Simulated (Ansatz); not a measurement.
# CO on Zr(0001), hcp start, 2x2 cell: work function, bands and core levels, part 2 of 3

What would XPS and UPS show for CO on Zr(0001), hcp start, 2x2 cell?

Ansatz 0.2.0; DFT, PBE, plane-wave PAW, default files, scalar-relativistic.

So far, work function, upper face (eV): step 2 (the clean face) 4.16; step 3 (relaxation) 4.27.

## Step 4: Layer-resolved bands, DOS and potential (continued)

Peaks of A(k,E) at the labelled points: for each region the eleven nearest the zero at most, each over 6 % of that point's highest, less those above the energy where the solved bands run out; weight and spread sum the levels within three half widths or 0.3 eV, so near peaks share levels. Peaks of the spectral function, the first 40 of 108 rows:

```csv
point,weight on,E (eV),A (1/eV),weight near the peak,rms spread of levels (eV)
K,total,-6.8,1.055,0.478,0.079
K,total,-5.88,0.674,0.201,0
K,total,-2.24,1.235,0.278,0
K,total,-1.82,3.231,1.398,0.115
K,total,-1.58,3.357,2.791,0.225
K,total,-1.26,8.051,3.471,0.107
K,total,-0.74,6.554,2.224,0.083
K,total,0.14,7.791,4.267,0.128
K,total,0.92,1.092,0.501,0.2
K,total,1.2,0.718,0.346,0.198
K,top,-2.26,0.668,0.181,0
K,top,-1.82,1.02,0.347,0.08
K,top,-1.26,0.991,0.42,0.108
K,top,-0.8,0.622,0.286,0.137
K,top,-0.32,0.592,0.284,0.134
K,top,-0.02,1.159,0.481,0.108
K,top,0.3,1.147,0.506,0.12
K,top,0.92,0.616,0.338,0.19
K,top,1.2,0.352,0.255,0.208
K,top,1.52,0.37,0.173,0.127
K,middle,-2.24,0.324,0.064,0
K,middle,-1.82,1.152,0.473,0.112
K,middle,-1.58,1.13,1.007,0.226
K,middle,-1.26,3.008,1.421,0.114
K,middle,-1.06,2.385,1.688,0.179
K,middle,-0.72,2.131,0.775,0.078
K,middle,0.04,1.5,0.682,0.128
K,bottom,-1.58,1.692,1.191,0.191
K,bottom,-1.28,3.677,1.456,0.099
K,bottom,-0.74,3.57,1.06,0.044
K,bottom,0.14,5.676,2.719,0.105
Γ,total,-6.04,1.302,0.382,0
Γ,total,-5.1,3.128,0.962,0
Γ,total,-4.1,3.062,0.929,0
Γ,total,-3.2,3.125,0.911,0
Γ,total,-2.82,2.323,0.761,0.088
Γ,total,-2.32,0.891,0.34,0.107
Γ,total,-1.04,0.878,0.338,0.146
Γ,total,-0.12,3.44,1.391,0.089
Γ,total,0.54,5.977,2.969,0.158
```

The DOS has structure finer than the step of the table below, so its rows give means over 1 eV, whole bins alone (the curve runs from -29.5 to 1.27 eV). Peaks (eV: height): total -26.5: 100.0, 0.9: 29.5; Zr 4d -1.8: 18.8, -0.8: 24.9, 0.9: 25.2; Zr 5s -3.9: 3.29, -3.1: 4.52, -2.6: 6.31, -0.1: 2.03; O 2p -10.7: 3.01, -6.7: 7.09, -5.9: 2.24; Zr 5p* -21.8: 0.668, -6.7: 0.258, 1.0: 2.01.

* holds the states left over by the projection beside any projected weight of its own. The DOS by E, zero at the Fermi level; means over each step; 7 of 9 lines; values in states/eV/cell:

```csv
E (eV),total,Zr 4d,Zr 5s,O 2p,Zr 5p*,C 2p,C 2s
-29,0,0,0,0,0,0,0
-28,1.64,0.0170,0.0140,0.00731,0,0.0133,0.0202
-27,75.8,0.649,0.469,0.0387,0,0.0959,0.0440
-26,18.6,0.0813,0.0283,0.00191,0,0.00564,8.0e-4
-25,0,0,0,0,0,0,0
-24,0,0,0,0,0,0,0
-23,0,0,0,0,0,0,0
-22,1.99,0.0865,0.0558,0.0537,0.186,0.190,0.155
-21,0.00565,2.4e-4,1.5e-4,1.5e-4,5.3e-4,5.4e-4,4.4e-4
-20,0,0,0,0,0,0,0
-19,0,0,0,0,0,0,0
-18,0,0,0,0,0,0,0
-17,0,0,0,0,0,0,0
-16,0,0,0,0,0,0,0
-15,0,0,0,0,0,0,0
-14,0,0,0,0,0,0,0
-13,0,0,0,0,0,0,0
-12,0,0,0,0,0,0,0
-11,1.92,0.198,0.0571,0.802,0.0450,0.00458,0.569
-10,0.0841,0.00867,0.00253,0.0352,0.00198,2.0e-4,0.0250
-9,0,0,0,0,0,0,0
-8,0,0,0,0,0,0,0
-7,3.88,0.417,0.222,2.41,0.0845,0.709,0.0304
-6,2.11,0.301,0.211,0.744,0.0413,0.466,0.337
-5,0.717,0.0177,0.671,0.00487,0.0133,0.00425,0.00493
-4,2.19,0.197,1.89,0.0147,0.0650,0.00777,0.0115
-3,8.63,4.13,3.96,0.117,0.207,0.183,0.0195
-2,20.2,15.3,3.25,0.312,0.440,0.834,0.0543
-1,21.7,18.9,1.56,0.109,0.779,0.310,0.0271
0,24.1,20.5,1.75,0.105,1.37,0.236,0.0254
```

Simulated valence spectra by photon energy, shown to 13 eV, since a deeper line would dwarf them at some energies; the 100 % can be that line's tail at the edge; this run's widths, added to any smearing of the DOS itself: Gaussian 0.3 eV, Lorentzian 0.2 eV plus 0.05 an eV of depth. Intensity against binding energy, zero at the Fermi level; values in % of the maximum within 13 eV:

```csv
binding energy (eV),21.2 eV,40.8 eV,150 eV,1486.7 eV,8047.8 eV
-1.0,2.73,3.26,3.22,3.41,4.75
-0.5,6.46,7.07,7.01,7.16,8.16
0.0,48.8,49.7,49.4,49.7,45.3
0.5,88.3,89.4,89.6,88.6,77.8
1.0,93.3,92.8,93.2,93.5,79.0
1.5,74.3,79.6,78.2,74.4,73.7
2.0,82.9,99.1,93.7,81.8,97.2
2.5,58.5,73.1,70.1,61.0,98.5
3.0,22.5,29.0,30.2,28.4,72.5
3.5,7.72,11.2,13.0,13.2,49.1
4.0,4.07,7.36,8.73,8.57,37.4
4.5,2.67,6.47,7.14,5.69,25.0
5.0,2.65,8.76,8.81,4.34,16.8
5.5,5.36,22.4,21.4,4.52,10.8
6.0,11.9,53.5,50.3,7.15,13.3
6.5,15.8,77.7,68.0,6.57,11.2
7.0,15.0,75.5,65.3,5.94,10.2
7.5,4.04,19.7,17.4,2.93,6.40
8.0,1.71,8.15,7.53,2.32,5.69
8.5,1.08,5.22,5.17,2.24,5.66
9.0,0.889,4.51,4.90,2.33,5.90
9.5,0.980,5.38,6.49,2.66,6.44
10.0,1.72,10.1,13.4,3.71,7.90
10.5,4.50,27.3,37.8,7.15,12.3
11.0,3.94,24.0,33.3,6.64,11.9
11.5,-,8.43,11.3,3.77,8.60
12.0,-,4.15,5.28,3.10,8.02
12.5,-,2.80,3.37,3.00,8.19
```

Maxima picked by a test of local sharpness, so broad peaks and shoulders can be missing; peaks within 0.45 eV of a curve's cut are left out. Valence peaks, by row:

```csv
photon energy (eV),binding energy (eV),height (% of the maximum within 13 eV),main shell,its share (%)
21.2,10.7,5.305,O 2p,60.9
21.2,6.75,19.93,O 2p,59.51
21.2,1.9,83.68,Zr 4d,93.03
21.2,0.8,100,Zr 4d,97.7
40.8,26.85,237.8,Zr 4p,98.62
40.8,21.9,16.41,Zr 4p,40.66
40.8,10.7,32.25,O 2p,67.42
40.8,6.75,100,O 2p,79.79
40.8,2,99.46,Zr 4d,72.77
40.8,0.8,99.23,Zr 4d,89.72
150,26.8,201.8,Zr 4p,97.7
150,21.85,39.93,O 2s,75.75
150,10.7,44.89,O 2p,44.3
150,6.75,86.49,O 2p,84.37
150,6.05,50.68,O 2p,63.62
150,2,94,Zr 4d,76.84
150,0.8,100,Zr 4d,90.29
1487,26.8,751.6,Zr 4p,99.7
1487,10.7,8.153,O 2s,30.42
1487,6.75,7.363,Zr 4d,41.63
1487,5.95,7.226,Zr 4d,37.1
1487,1.9,82.47,Zr 4d,89.69
1487,0.8,100,Zr 4d,94.33
8048,26.8,2241,Zr 4p,99.8
8048,10.7,13.65,Zr 4p,43.74
8048,6.75,11.95,Zr 5s,44.75
8048,5.95,13.45,Zr 5s,46.35
8048,2.2,100,Zr 5s,60.96
8048,0.75,83.96,Zr 4d,59.34
```

From the Fermi level. Table of planar mean, electrostatic potential by z:

z (Å), planar mean, electrostatic potential (eV) and a bar from the least value:
```
      0.0        4.2 ##############################
      0.5        4.2 ##############################
      1.0        4.2 ##############################
      1.5        4.2 ##############################
      2.0        4.2 ##############################
      2.5        4.2 ##############################
      3.0        4.2 ##############################
      3.5        4.2 ##############################
      4.0        4.2 ##############################
      4.5        4.1 ##############################
      5.0        3.9 ##############################
      5.5        3.4 #############################
      6.0        2.0 ###########################
      6.5       -1.8 ######################
      7.0      -11.4 #########
      7.5      -18.0 
      8.0      -10.9 ##########
      8.5       -1.4 ######################
      9.0       -0.8 #######################
      9.5       -8.9 ############
     10.0      -17.6 #
     10.5      -12.9 #######
     11.0       -2.5 #####################
     11.5       -0.2 ########################
     12.0       -5.8 ################
     12.5      -16.1 ###
     13.0      -15.3 ####
     13.5       -4.8 ##################
     14.0       -0.5 ########################
     14.5       -5.1 #################
     15.0      -15.3 ####
     15.5      -16.2 ##
     16.0       -8.2 #############
     16.5       -3.6 ###################
     17.0        1.4 ##########################
     17.5        3.7 #############################
     18.0        4.1 ##############################
     18.5        4.2 ##############################
     19.0        4.3 ##############################
     19.5        4.3 ##############################
     20.0        4.3 ##############################
     20.5        4.3 ##############################
     21.0        4.3 ##############################
     21.5        4.3 ##############################
     22.0        4.3 ##############################
     22.5        4.3 ##############################
     23.0        4.3 ##############################
     23.5        4.3 ##############################
     24.0        4.3 ##############################
     24.5        4.2 ##############################
```

The intensity has structure finer than the step of the table below, so its rows give means over 1 eV, whole bins alone (the curve runs from -29.5 to 1.38 eV). Peaks (eV: height): O K -10.7: 26.7, -6.7: 98.9; O K, E along x -10.7: 59.1, -6.8: 52.3, -5.9: 38.3; O K, E along y -10.7: 20.3, -6.8: 124; O K, E along z -6.7: 124, -1.9: 22.3; C K -6.7: 92.2, -5.9: 66.4, -2.1: 99.8.

Shapes are the site's partial DOS without matrix elements, which overweights lines from ligand s bands. The intensity by emission energy less the core level's binding energy, zero at the Fermi level; means over each step; 7 of 9 lines; values in % of the unpolarised maximum:

```csv
emission energy less the core level's binding energy (eV),O K,"O K, E along x","O K, E along y","O K, E along z",C K,"C K, E along x","C K, E along y"
-29,0.164,0.177,0.144,0.171,0.864,1.20,0.798
-28,0.426,0.441,0.366,0.472,2.53,3.39,2.32
-27,0.658,0.750,0.694,0.530,4.44,6.04,4.64
-26,0.346,0.417,0.395,0.224,2.26,3.26,2.52
-25,0.184,0.252,0.186,0.113,1.07,1.77,1.06
-24,0.184,0.300,0.163,0.0886,1.15,2.24,0.968
-23,0.355,0.681,0.279,0.104,2.81,6.03,2.15
-22,0.928,1.92,0.688,0.181,8.83,19.4,6.57
-21,0.523,1.04,0.399,0.129,4.39,9.60,3.28
-20,0.223,0.389,0.186,0.0935,1.23,2.61,0.947
-19,0.173,0.272,0.154,0.0944,0.588,1.18,0.468
-18,0.176,0.263,0.160,0.105,0.376,0.701,0.312
-17,0.203,0.301,0.186,0.122,0.288,0.493,0.249
-16,0.255,0.386,0.233,0.146,0.252,0.392,0.226
-15,0.346,0.547,0.312,0.180,0.245,0.346,0.227
-14,0.523,0.879,0.460,0.230,0.262,0.336,0.248
-13,0.952,1.74,0.806,0.305,0.308,0.360,0.293
-12,2.74,5.62,2.19,0.426,0.409,0.437,0.379
-11,17.3,38.2,13.2,0.643,0.798,0.736,0.586
-10,8.94,18.7,7.06,1.08,0.939,0.883,0.852
-9,3.11,3.98,3.14,2.22,1.60,1.45,1.62
-8,7.05,4.87,8.63,7.65,5.25,4.13,5.61
-7,62.0,33.9,77.8,74.2,55.2,35.6,58.7
-6,37.9,30.7,29.6,53.5,51.2,85.1,40.7
-5,6.02,5.39,4.76,7.91,7.82,13.0,6.59
-4,2.46,2.12,2.56,2.71,3.82,4.61,4.14
-3,5.41,3.91,7.88,4.45,23.8,16.6,38.8
-2,10.8,4.70,10.6,17.2,79.5,43.9,99.7
-1,4.88,1.93,3.74,8.96,34.9,17.7,43.3
0,2.70,0.751,1.13,6.04,14.5,3.82,7.14
```

Recipe: projected DOS times atomic cross section and asymmetry factor (unpolarised light, 90° from the beam), occupied states only, Fermi edge at 77 K, a Lorentzian width of 0.2 eV growing by 0.05 eV per eV of binding energy, and a resolution of 0.3 eV. Each atom is damped by exp[−depth/(λ cos θ)], θ = 45° from the normal, λ from the universal curve. Curves are cut 10 eV under the photon energy, above any shell that the free atom's threshold puts out of reach, or at the lower edge of the window: 11.2 eV at 21.2 eV, 29.6 eV at 40.8 eV, 29.6 eV at 150 eV, 29.6 eV at 1486.7 eV and 29.6 eV at 8047.8 eV. A star in tables and legends marks shells that hold the states left over by the projection (0.7 % of the filled ones), a stand-in for orbitals that the files don't project on. Matrix elements of the solid and inelastic losses aren't modelled, nor non-dipole terms, which matter above 3 keV.

Share of each shell in the spectrum's area (%), by photon energy:

```csv
shell,21.2 eV,40.8 eV,150 eV,1486.7 eV,8047.8 eV
O 2s,0.0,1.4,7.8,0.9,0.5
O 2p,8.0,14.4,13.7,0.1,0.0
C 2s,0.5,1.6,3.6,0.3,0.1
C 2p,5.1,4.9,2.0,0.0,0.0
Zr 5s,0.2,0.3,1.6,1.3,3.7
Zr 4p,0.0,55.9,48.9,86.6,93.6
Zr 4d,86.1,21.5,22.4,10.7,2.0
```

Regions along c: top from 14.5 to 20.5 Å, middle from 10.8 to 14.0 Å, bottom from 3.5 to 10.8 Å.

The largest force component on a free atom is 0.022 eV/Å, so the atoms are at rest for these settings too. At the Fermi level the DOS is 25.65 states/eV a cell, and on the broadened curves Zr 4d holds 86 % of the total there.

(Continued in part 3 of 3.)

[Logs are printed without paths, hosts, clocks, repeated set-up lines and the standing remarks that a program may print on its own settings, such as how far it seeks lower states.]

[Hosts, paths, dates, database ids (printed as entryN), source tags and the programs' standing remarks are cut or masked in the printed files.]

[Maps of the electrostatic potential energy from Ansatz leave out the sawtooth potential of an applied field or a dipole correction, so their vacuum need not be flat; work functions include it.]
